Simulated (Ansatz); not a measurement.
# Work function of Li(110): what the settings cost and change, part 2 of 2

How thick a slab and how much vacuum does the work function of Li(110) need?

Ansatz 0.2.0; plane-wave DFT, PBE, Ansatz PAW.

So far, work function, upper face (eV): step 2 (run, setting 1 layer) 3.32; step 5 (slab, 4 atoms) 3.30; step 6 (slab, 5 atoms) 3.27; step 7 (run, 6 atoms) 3.25; step 8 (slab, 8 atoms) 3.26.

### 9. Run, 10 atoms

System of this step: Li(110). The cell holds 10 atoms: 10 Li. Cell: a = 3.022 Å, b = 3.022 Å, c = 40.210 Å, α = 90.0°, β = 90.0°, γ = 70.5°. Vacuum lies along c.

File input.yaml:

```yaml
crystal:
  lattice:
    - [2.4678026663, -1.745, 0.0]
    - [2.4678026663, 1.745, 0.0]
    - [0.0, 0.0, 40.2102239971]
  atoms:
    - { symbol: Li, position: [0.0, 0.0, 0.2238236723] }
    - { symbol: Li, position: [0.5, 0.5, 0.2851961896] }
    - { symbol: Li, position: [0.0, 0.0, 0.3465687068] }
    - { symbol: Li, position: [0.5, 0.5, 0.4079412241] }
    - { symbol: Li, position: [0.0, 0.0, 0.4693137414] }
    - { symbol: Li, position: [0.5, 0.5, 0.5306862586] }
    - { symbol: Li, position: [0.0, 0.0, 0.5920587759] }
    - { symbol: Li, position: [0.5, 0.5, 0.6534312932] }
    - { symbol: Li, position: [0.0, 0.0, 0.7148038104] }
    - { symbol: Li, position: [0.5, 0.5, 0.7761763277] }
kpoints:
  mp_grid: { grid: [14, 14, 1] }
hamiltonian:
  xc: pbe
scf:
  occupations: { method: fermi_dirac, width: 0.1 }
  convergence: { dr2_threshold: 1.0e-09 }
efield:
  axis: 3
  dipole_correction: true
  ramp_position: 0.97
  ramp_width: 0.06
output:
  write_potential: true
  write_density: true
  volumetric_format: npy
```

The run is started by

```bash
$ ansatz run input.yaml --threads 2 --pin off --max-ram 3072MiB --backend cpu --events-out ev --progress --plain --runs-dir out
```

Numbers of over 12 decimals in the logs are rounded to 6 here.

The program printed:

```text
[...]
Crystal: 10 atoms, lattice volume = 346.316 Å³
Basis set: ecut = 420 eV, 6683 PW (Γ)
Bands: 25, of which v1, the nominal top of the filled ones, is band 15 counted from 1 (14 counted from 0)
Symmetry: 4 space group operations
k-points: 57 of 196
[...]
k-point 1: bands = [... 11 lower, -3.9380, -3.7496, -3.4738, -3.1072, -2.6623, -2.1417, -1.5673, -0.9825, ... 6 higher]
  k-point 2: bands = [... 11 lower, -3.7238, -3.5353, -3.2591, -2.8918, -2.4454, -1.9217, -1.3406, -0.7425, ... 6 higher]
  k-point 56: bands = [... 11 lower, -0.2087, 0.0232, 0.3628, 0.8132, 1.3624, 2.0081, 2.4635, 2.5200, ... 6 higher]
[key lines of the parts left out:]
SCF converged after 7 iterations
Free energy (F): -2046.405205 eV
Fermi energy:    -0.649754 eV
Dipole field:    D = -0.000001 V/Å  (p = -0.000002 e·Å, saw-weighted, corrected)
Work function:   Φ+ = 3.2581 eV   Φ− = 3.2581 eV
```

The job ended after 60 s (2 threads of Arm Neoverse N1, shared host; peak memory 0.82 GiB).

The work function is 3.258 eV, +0.003 eV from the run “8 layers”, at 1.4 times its CPU time.

### 10. Run, 13 atoms

System of this step: Li(110). The cell holds 13 atoms: 13 Li. Cell: a = 3.022 Å, b = 3.022 Å, c = 47.614 Å, α = 90.0°, β = 90.0°, γ = 70.5°. Vacuum lies along c.

input.yaml, the sections that differ from step 9:

```yaml
crystal:
  lattice:
    - [2.4678026663, -1.745, 0.0]
    - [2.4678026663, 1.745, 0.0]
    - [0.0, 0.0, 47.6136319961]
  atoms:
    - { symbol: Li, position: [0.0, 0.0, 0.1890214971] }
    - { symbol: Li, position: [0.5, 0.5, 0.2408512475] }
    - { symbol: Li, position: [0.0, 0.0, 0.292680998] }
    - { symbol: Li, position: [0.5, 0.5, 0.3445107485] }
    - { symbol: Li, position: [0.0, 0.0, 0.396340499] }
    - { symbol: Li, position: [0.5, 0.5, 0.4481702495] }
    - { symbol: Li, position: [0.0, 0.0, 0.5] }
    - { symbol: Li, position: [0.5, 0.5, 0.5518297505] }
    - { symbol: Li, position: [0.0, 0.0, 0.603659501] }
    - { symbol: Li, position: [0.5, 0.5, 0.6554892515] }
    - { symbol: Li, position: [0.0, 0.0, 0.707319002] }
    - { symbol: Li, position: [0.5, 0.5, 0.7591487525] }
    - { symbol: Li, position: [0.0, 0.0, 0.8109785029] }
# kpoints, hamiltonian, scf, efield, output: as in step 9
```

The program printed:

```text
[...]
Crystal: 13 atoms, lattice volume = 410.079 Å³
Basis set: ecut = 420 eV, 7891 PW (Γ)
Bands: 33, of which v1, the nominal top of the filled ones, is band 20 counted from 1 (19 counted from 0)
Symmetry: 4 space group operations
k-points: 57 of 196
[...]
k-point 1: bands = [... 16 lower, -3.4771, -3.2588, -2.9859, -2.6639, -2.2940, -1.8806, -1.4334, -0.9710, ... 9 higher]
  k-point 2: bands = [... 16 lower, -3.2627, -3.0442, -2.7708, -2.4479, -2.0764, -1.6603, -1.2081, -0.7371, ... 9 higher]
  k-point 56: bands = [... 16 lower, 0.3092, 0.5806, 0.9194, 1.3195, 1.7804, 2.2982, 2.6917, 2.7270, ... 9 higher]
[key lines of the parts left out:]
SCF converged after 7 iterations
Free energy (F): -2660.482378 eV
Fermi energy:    -0.414191 eV
Dipole field:    D = 0.000000 V/Å  (p = 0.000001 e·Å, saw-weighted, corrected)
Work function:   Φ+ = 3.2592 eV   Φ− = 3.2592 eV
```

It took 95 s on 2 threads; peak memory 1.1 GiB; 2.8 min of CPU time.

The work function is 3.259 eV, +0.001 eV from the run “10 layers”, at 1.6 times its CPU time.

### 11. Slab, 7 atoms

System of this step: Li(110). The cell holds 7 atoms: 7 Li. Its edges and angles: a = 3.022 Å, b = 3.022 Å, c = 24.807 Å, α = 90.0°, β = 90.0°, γ = 70.5°. Vacuum lies along c.

input.yaml, the sections that differ from step 10:

```yaml
crystal:
  lattice:
    - [2.4678026663, -1.745, 0.0]
    - [2.4678026663, 1.745, 0.0]
    - [0.0, 0.0, 24.806815998]
  atoms:
    - { symbol: Li, position: [0.0, 0.0, 0.2015575074] }
    - { symbol: Li, position: [0.5, 0.5, 0.3010383383] }
    - { symbol: Li, position: [0.0, 0.0, 0.4005191691] }
    - { symbol: Li, position: [0.5, 0.5, 0.5] }
    - { symbol: Li, position: [0.0, 0.0, 0.5994808309] }
    - { symbol: Li, position: [0.5, 0.5, 0.6989616617] }
    - { symbol: Li, position: [0.0, 0.0, 0.7984424926] }
# kpoints, hamiltonian, scf, efield, output: as in step 10
```

The program printed:

```text
[...]
Crystal: 7 atoms, lattice volume = 213.652 Å³
Basis set: ecut = 420 eV, 4127 PW (Γ)
Bands: 18, of which v1, the nominal top of the filled ones, is band 11 counted from 1 (10 counted from 0)
Symmetry: 4 space group operations
k-points: 57 of 196
[...]
k-point 1: bands = [... 7 lower, -3.6280, -3.4216, -3.0472, -2.4970, -1.7995, -0.9943, -0.2553, 0.1171, ... 3 higher]
  k-point 2: bands = [... 7 lower, -3.4138, -3.2073, -2.8325, -2.2811, -1.5800, -0.7651, -0.0003, 0.3961, ... 3 higher]
  k-point 56: bands = [... 7 lower, 0.0819, 0.3311, 0.7835, 1.4484, 2.3012, 2.8687, 2.9808, 3.2022, ... 3 higher]
[key lines of the parts left out:]
SCF converged after 7 iterations
Free energy (F): -1432.326315 eV
Fermi energy:    -0.261647 eV
Dipole field:    D = -0.000000 V/Å  (p = -0.000000 e·Å, saw-weighted, corrected)
Work function:   Φ+ = 3.2357 eV (in doubt: plateau slope 9.3e-2 eV/Å)   Φ− = 3.2409 eV (in doubt: plateau slope 7.1e-2 eV/Å)
```

Elapsed: 27 s, on 2 threads; peak memory 0.52 GiB.

The work function is 3.236 eV. The program marks this work function as in doubt.

### 12. Slab, 7 atoms (run 2)

The cell differs from the one that the last finished run ended in (c 24.807 → 28.807 Å).

input.yaml, the sections that differ from step 11:

```yaml
crystal:
  lattice:
    - [2.4678026663, -1.745, 0.0]
    - [2.4678026663, 1.745, 0.0]
    - [0.0, 0.0, 28.806815998]
  atoms:
    - { symbol: Li, position: [0.0, 0.0, 0.242998046] }
    - { symbol: Li, position: [0.5, 0.5, 0.328665364] }
    - { symbol: Li, position: [0.0, 0.0, 0.414332682] }
    - { symbol: Li, position: [0.5, 0.5, 0.5] }
    - { symbol: Li, position: [0.0, 0.0, 0.585667318] }
    - { symbol: Li, position: [0.5, 0.5, 0.671334636] }
    - { symbol: Li, position: [0.0, 0.0, 0.757001954] }
# kpoints, hamiltonian, scf, efield, output: as in step 11
```

The program printed:

```text
[...]
Crystal: 7 atoms, lattice volume = 248.102 Å³
Basis set: ecut = 420 eV, 4797 PW (Γ)
Bands: 18, of which v1, the nominal top of the filled ones, is band 11 counted from 1 (10 counted from 0)
Symmetry: 4 space group operations
k-points: 57 of 196
[...]
k-point 1: bands = [... 7 lower, -4.0427, -3.8364, -3.4618, -2.9122, -2.2133, -1.4129, -0.6571, -0.3102, ... 3 higher]
  k-point 2: bands = [... 7 lower, -3.8285, -3.6221, -3.2471, -2.6963, -1.9939, -1.1834, -0.4027, -0.0310, ... 3 higher]
  k-point 56: bands = [... 7 lower, -0.3329, -0.0837, 0.3686, 1.0335, 1.8864, 2.4540, 2.5661, 2.7876, ... 3 higher]
[key lines of the parts left out:]
SCF converged after 7 iterations
Free energy (F): -1432.326448 eV
Fermi energy:    -0.675903 eV
Dipole field:    D = -0.000000 V/Å  (p = -0.000000 e·Å, saw-weighted, corrected)
Work function:   Φ+ = 3.2534 eV   Φ− = 3.2534 eV
```

It took 31 s on 2 threads; peak memory 0.57 GiB.

The work function is 3.253 eV, +0.018 eV from the run “7 layers, 10 Å of vacuum”, at 1.2 times its CPU time.

### 13. Slab, 7 atoms (run 3)

The cell differs from the one that the last finished run ended in (c 28.807 → 40.807 Å).

input.yaml, the sections that differ from step 12:

```yaml
crystal:
  lattice:
    - [2.4678026663, -1.745, 0.0]
    - [2.4678026663, 1.745, 0.0]
    - [0.0, 0.0, 40.806815998]
  atoms:
    - { symbol: Li, position: [0.0, 0.0, 0.3185742304] }
    - { symbol: Li, position: [0.5, 0.5, 0.3790494869] }
    - { symbol: Li, position: [0.0, 0.0, 0.4395247435] }
    - { symbol: Li, position: [0.5, 0.5, 0.5] }
    - { symbol: Li, position: [0.0, 0.0, 0.5604752565] }
    - { symbol: Li, position: [0.5, 0.5, 0.6209505131] }
    - { symbol: Li, position: [0.0, 0.0, 0.6814257696] }
# kpoints, hamiltonian, scf, efield, output: as in step 12
```

The program printed:

```text
[...]
Crystal: 7 atoms, lattice volume = 351.454 Å³
Basis set: ecut = 420 eV, 6757 PW (Γ)
Bands: 18, of which v1, the nominal top of the filled ones, is band 11 counted from 1 (10 counted from 0)
Symmetry: 4 space group operations
k-points: 57 of 196
[...]
k-point 1: bands = [... 7 lower, -4.8007, -4.5943, -4.2198, -3.6702, -2.9713, -2.1709, -1.4147, -1.0686, ... 3 higher]
  k-point 2: bands = [... 7 lower, -4.5865, -4.3800, -4.0051, -3.4543, -2.7519, -1.9415, -1.1603, -0.7895, ... 3 higher]
  k-point 56: bands = [... 7 lower, -1.0908, -0.8417, -0.3893, 0.2755, 1.1285, 1.6960, 1.8081, 2.0296, ... 3 higher]
[key lines of the parts left out:]
SCF converged after 7 iterations
Free energy (F): -1432.326448 eV
Fermi energy:    -1.433859 eV
Dipole field:    D = 0.000000 V/Å  (p = 0.000000 e·Å, saw-weighted, corrected)
Work function:   Φ+ = 3.2536 eV   Φ− = 3.2536 eV
```

The job ended after 45 s (2 threads; peak memory 0.72 GiB; 78 s of CPU time).

The work function is 3.254 eV, +0.000 eV from the run “7 layers, 14 Å of vacuum”, at 1.5 times its CPU time.

### 14. Comparing the runs

Times are for 2 threads of Arm Neoverse N1, shared host. The series side by side:

| no. | setting | work function, upper face (eV) | time | memory (GiB) |
| --- | --- | --- | --- | --- |
| 1 | 1 layer | 3.318 | 9 s | 0.41 |
| 2 | 2 layers | 3.383 | 12 s | 0.45 |
| 3 | 3 layers | 3.340 | 15 s | 0.43 |
| 4 | 4 layers | 3.301 | 17 s | 0.46 |
| 5 | 5 layers | 3.273 | 24 s | 0.5 |
| 6 | 6 layers | 3.255 | 29 s | 0.56 |
| 7 | 8 layers | 3.255 | 42 s | 0.68 |
| 8 | 10 layers | 3.258 | 60 s | 0.82 |
| 9 | 13 layers | 3.259 | 95 s | 1.1 |
| 10 | 7 layers, 10 Å of vacuum | 3.236 | 27 s | 0.52 |
| 11 | 7 layers, 14 Å of vacuum | 3.253 | 31 s | 0.57 |
| 12 | 7 layers, 26 Å of vacuum | 3.254 | 45 s | 0.72 |

### 15. The same run with other settings

System of this step: Li(110) monolayer. The cell holds 1 atom: 1 Li. Cell: a = 3.022 Å, b = 3.022 Å, c = 18.000 Å, α = 90.0°, β = 90.0°, γ = 70.5°. Vacuum lies along c.

An input spoilt on purpose, to show how the run answers: it repeats the earlier run “1 layer” with efield.amplitude to 1.5, and scf.max_iter set to 75; its output block differs too.

input.yaml, the sections that differ from step 13:

```yaml
crystal:
  lattice:
    - [2.4678026663, -1.745, 0.0]
    - [2.4678026663, 1.745, 0.0]
    - [0.0, 0.0, 18.0]
  atoms:
    - { symbol: Li, position: [0.0, 0.0, 0.5] }
scf:
  occupations: { method: fermi_dirac, width: 0.1 }
  convergence: { dr2_threshold: 1.0e-09 }
  max_iter: 75
efield:
  axis: 3
  dipole_correction: true
  ramp_position: 0.97
  ramp_width: 0.06
  amplitude: 1.5
# kpoints, hamiltonian, output: as in step 13
```

The program printed:

```text
[...]
Crystal: 1 atoms, lattice volume = 155.027 Å³
Basis set: ecut = 420 eV, 2997 PW (Γ)
Bands: 6, of which v1, the nominal top of the filled ones, is band 2 counted from 1 (1 counted from 0)
Symmetry: 4 space group operations
k-points: 57 of 196
[...]
SCF iter   1: F=—  HF=-204.462410 eV  |F-HF|=—  |Δ(HF+E_count)|=         —  Δρ=4.45e-3  dr2=2.19e-1  ethr=3.10e-3  p=0.333 e·Å  D=3.88e-1 V/Å  ΔV_dip=-6.99 eV  dr2_dipole=4.22e-3  V_vac-E_F(+/−)=14.27/2.44 eV  ⟨swp⟩=6.9  Hψ=3783  notcnv=0
[...]
SCF iter   8: F=-204.382419 eV  HF=-204.382419 eV  |F-HF|=3.96e-11  |Δ(HF+E_count)|=   2.30e-8  Δρ=1.46e-7  dr2=1.96e-10  ethr=3.33e-11  p=0.289 e·Å  D=3.37e-1 V/Å  ΔV_dip=-6.06 eV  dr2_dipole=4.12e-11  V_vac-E_F(+/−)=12.59/0.25 eV  ⟨swp⟩=5.0  Hψ=1803  notcnv=0
[...]
SCF 1 converged in 8 iterations: F = -204.382419 eV  dr2 = 1.96e-10
[...]
SCF converged after 8 iterations
Free energy (F): -204.382419 eV
[...]
Internal energy: -204.363701 eV  (E = F + TS)
E sigma→0 (E₀):  -204.373060 eV
Entropy (-TS):   -0.018718 eV (-18.718 meV/atom)
Fermi energy:    -3.013668 eV
Dipole field:    D = 0.336846 V/Å  (p = 0.288588 e·Å, saw-weighted, corrected)
Work function:   not extracted (applied field tilts the vacuum); planar V_es + V_field profile in the machine report
[...]
--- Band table (eV; the first three rows and the last of 57) ---
[...]
```

It took 9.9 s on 2 threads; peak memory 0.39 GiB; 15 s of CPU time.

In so strong a field the program warns of density in the ramp of the sawtooth; these numbers are not the system's.

### 16. Outcome

* work function, 2 layers: 3.383 eV
* work function, 6 layers: 3.255 eV
* work function, 13 layers: 3.259 eV
* work function, 7 layers, 10 Å of vacuum: 3.236 eV

**Reading.** The thickest slab gives 3.26 eV, and the settings tried spread the value from 3.24 to 3.38 eV. At 18 Å of vacuum, the slabs from 4 layers on stay within 0.05 eV of the thickest. Going from 10 to 26 Å of vacuum moves it by 0.018 eV. The program marks the value as in doubt in “7 layers, 10 Å of vacuum”. The ladder's slabs use the tabulated experimental lattice constant (two decimals; a low-temperature value for the alkali metals). In 2 runs of the series (7 layers, 10 Å of vacuum and 7 layers, 14 Å of vacuum) the program warns that electrons reach the sawtooth's ramp, which makes dipole and work function less sure.

[Logs are printed without paths, hosts, clocks, repeated set-up lines and the standing remarks that a program may print on its own settings, such as how far it seeks lower states.]

[Hosts, paths, dates, database ids (printed as entryN), source tags and the programs' standing remarks are cut or masked in the printed files.]

[Maps of the electrostatic potential energy from Ansatz leave out the sawtooth potential of an applied field or a dipole correction, so their vacuum need not be flat; planar profiles and work functions include it.]
